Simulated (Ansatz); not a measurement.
# Y on Ni(111): change of the work function, part 5 of 5

How does one ordered layer of Y (hcp site) change the work function of Ni(111), and what dipole does each adsorbate carry?

Ansatz 0.2.0; plane-wave DFT, PBE-D3(BJ), Ansatz PAW.

So far, work function, upper face (eV): step 2 (the clean slab) 5.07; step 3 (adsorbate added) 2.51; step 5 (the slab at 0.25 ML, atoms frozen) 2.51; step 6 (the substrate of the 0.25 ML cell alone) 5.06.

## (9) The same run with other settings: scf.lower_state_search = "light" (continued)

The density of states has structure finer than the step of the table below, so its rows give means over 0.25 eV, whole bins alone (the curve runs from -8 to 1.98 eV). Peaks (eV: height): total -2.410: 57.0, -2.050: 61.4, -1.590: 71.9, -1.470: 60.4, -1.290: 53.8, -1.020: 57.8, -0.630: 75.4; up -2.290: 34.5, -2.050: 45.2, -1.590: 39.9, -1.200: 34.2, -0.750: 35.8, -0.630: 44.1, -0.540: 38.9; down -2.410: 33.7, -1.860: 29.8, -1.530: 34.5, -1.470: 35.6, -0.660: 33.2, -0.450: 30.9, 0.120: 38.1.

Table of density of states by energy, zero at the Fermi level; means over each step; values in states/eV a cell:

```
energy (eV)  total     up   down
      -7.75  0.912  0.456  0.456
      -7.50  0.944  0.475  0.469
      -7.25   1.70  0.830  0.865
      -7.00   1.99   1.00  0.987
      -6.75   2.07   1.03   1.04
      -6.50   1.87  0.934  0.933
      -6.25   2.60   1.34   1.27
      -6.00   1.01  0.518  0.491
      -5.75   3.22   1.79   1.43
      -5.50   4.69   2.52   2.18
      -5.25   3.30   1.63   1.67
      -5.00   3.49   2.29   1.20
      -4.75   8.33   4.81   3.52
      -4.50   9.95   6.58   3.37
      -4.25   15.3   7.94   7.32
      -4.00   20.3   14.4   5.87
      -3.75   22.3   13.3   8.99
      -3.50   21.3   11.8   9.56
      -3.25   27.0   14.0   12.9
      -3.00   25.9   12.8   13.1
      -2.75   28.5   17.2   11.3
      -2.50   39.7   22.4   17.3
      -2.25   41.7   27.6   14.1
      -2.00   49.2   28.2   21.0
      -1.75   39.3   14.9   24.3
      -1.50   50.2   22.3   27.8
      -1.25   43.2   25.4   17.9
      -1.00   45.1   25.5   19.6
      -0.75   50.2   31.0   19.2
      -0.50   47.9   22.7   25.2
      -0.25   23.1   4.34   18.8
       0.00   28.0   3.01   24.9
       0.25   25.0   4.93   20.1
       0.50   8.65   4.40   4.26
       0.75   9.12   2.50   6.62
       1.00   7.41   3.71   3.69
       1.25   8.64   4.94   3.70
       1.50   10.5   4.35   6.18
       1.75   8.95   3.27   5.68
```

Projected DOS per atom over height of the atomic layer and energy from the Fermi level. Layers: Ni4 Ni4 Ni4 Ni4 Y from below.

Ten even steps from '0' (0.01 states/eV) to '9' (3.54 states/eV), each cell a mean:
```
00009
00018
10015
22214
55431
76781
96672
96772
86683
77683
45451
34440
24420
13310
12210
00000
00000
00000
00000
00000
00000
00000
```
Columns: height of the atomic layer (Å) from 9 to 17.0; rows upwards: energy from the Fermi level (eV) from -7.96 to 1.95.

Projected DOS per atom, spin up over height of the atomic layer and energy from the Fermi level. Layers: Ni4 Ni4 Ni4 Ni4 Y from below.

Ten even steps from '_' (0.00 states/eV) to '@' (2.02 states/eV), each cell a mean:
```
________##
________##
________==
______..==
______....
++**####..
@@##**##..
##++****..
%%==++##::
%%####%%::
==++++++..
--====--__
::====::__
::==--::__
..::::..__
__________
__________
__________
__________
__________
__________
__________
```
Columns: height of the atomic layer (Å) from 9 to 17.0; rows upwards: energy from the Fermi level (eV) from -7.96 to 1.95.

Projected DOS per atom, spin down over height of the atomic layer and energy from the Fermi level. Layers: Ni4 Ni4 Ni4 Ni4 Y from below.

Ten even steps from '_' (0.00 states/eV) to '@' (1.94 states/eV), each cell a mean:
```
________@@
________**
........++
------..::
%%%%##++..
%%++**##::
**++++++::
@@******::
******%%::
======**::
--==--==..
::====--__
..--::::__
..::::..__
__......__
__________
__________
__________
__________
__________
__________
__________
```
Columns: height of the atomic layer (Å) from 9 to 17.0; rows upwards: energy from the Fermi level (eV) from -7.96 to 1.95.

```
                      quantity  this run  earlier run  difference
work function, upper face (eV)     2.513        2.513           0
work function, lower face (eV)     5.063        5.063           0
 dipole along the normal (e·Å)    0.3024       0.3024           0
             total moment (μB)     8.585        8.585           0
```

Nothing in the table moves by 0.01 in its unit (for the dipole 0.5 % and 5e-5 e·Å).

## (10) A changed input

System of this step: Ni(111). The cell holds 4 atoms: 4 Ni. Its edges and angles: a = 2.489 Å, b = 2.489 Å, c = 24.097 Å, α = 90.0°, β = 90.0°, γ = 60.0°. Vacuum lies along c.

An input spoilt on purpose, to show how the run answers: it repeats the earlier run at 0 ML with efield.axis from 3 to 0, and scf.max_iter set to 75.

input.yaml reads:

```yaml
crystal:
  lattice:
    - [2.4890158698, 0.0, 0.0]
    - [1.2445079349, 2.1555509736, 0.0]
    - [0.0, 0.0, 24.0968188426]
  atoms:
    - { symbol: Ni, position: [0.0, 0.0, 0.3734932839], spin: 0.7 }
    - { symbol: Ni, position: [0.3333333333, 0.3333333333, 0.4578310946], spin: 0.7 }
    - { symbol: Ni, position: [0.6666666667, 0.6666666667, 0.5421689054], spin: 0.7 }
    - { symbol: Ni, position: [0.0, 0.0, 0.6265067161], spin: 0.7 }
magnetization:
  spin_polarized: true
kpoints:
  mp_grid: { grid: [14, 14, 1] }
hamiltonian:
  xc: pbe
  dispersion: d3bj
scf:
  occupations: { method: fermi_dirac, width: 0.1 }
  convergence: { dr2_threshold: 1.0e-08 }
  max_iter: 75
efield:
  axis: 0
  dipole_correction: true
  ramp_position: 0.97
  ramp_width: 0.06
relax:
  f_tol: 0.02
  max_steps: 60
  constraints: [{ sites: [0, 1] }]
output:
  write_potential: true
  write_density: true
  volumetric_format: npy
```

On the command line:

```
> ansatz run input.yaml --threads 4 --pin off --max-ram 12288MiB --backend cpu --events-out ev --progress --plain --runs-dir out
```

Numbers of over 12 decimals in the logs are rounded to 6 here.

The log of the run:

```text
Error: invalid value for `efield.axis`: must be in [1, 3]; got 0
```

The job ended after 0.03 s (4 threads of Arm Neoverse V1, shared host; peak memory 0.032 GiB).

The program refused the input before any cycle.

The program's message: “Error: invalid value for `efield.axis`: must be in [1, 3]; got 0”

The fault put into the input: an axis of 0, outside the range 1 to 3.

## (11) Outcome

| Item | Value |
| --- | --- |
| work function of the clean face | 5.07 eV |
| work function at 0.25 ML | 2.51 eV |
| dipole per adsorbate at 0.25 ML, positive end outwards | 1.45 D |
| step of the potential from the moved charge at 0.25 ML, upper less lower side, atoms held | -2.53 eV |

**Reading.** Y lowers the work function of Ni(111) at the lowest coverage, by 2.55 eV: the adsorbate layer has its positive end outwards. One coverage alone was completed, so no trend follows. The slab has 4 layers, at the tabulated experimental lattice constant, one starting site was run, and quantum-size effects of a slab this thin can reach one or two tenths of an eV. The magnetic order is the one reached from the typed start; other orders were not compared.

[Logs are printed without paths, hosts, clocks, repeated set-up lines and the standing remarks that a program may print on its own settings, such as how far it seeks lower states.]

[Hosts, paths, dates, database ids (printed as entryN), source tags and the programs' standing remarks are cut or masked in the printed files.]

[Maps of the electrostatic potential energy from Ansatz leave out the sawtooth potential of an applied field or a dipole correction, so their vacuum need not be flat; planar profiles and work functions include it.]

[The density of states shown here was stored with 400 of the rows of the run's finer table, so its peaks can read low, often by over a quarter, or be missed, and its means over a window can be off by a tenth or more.]
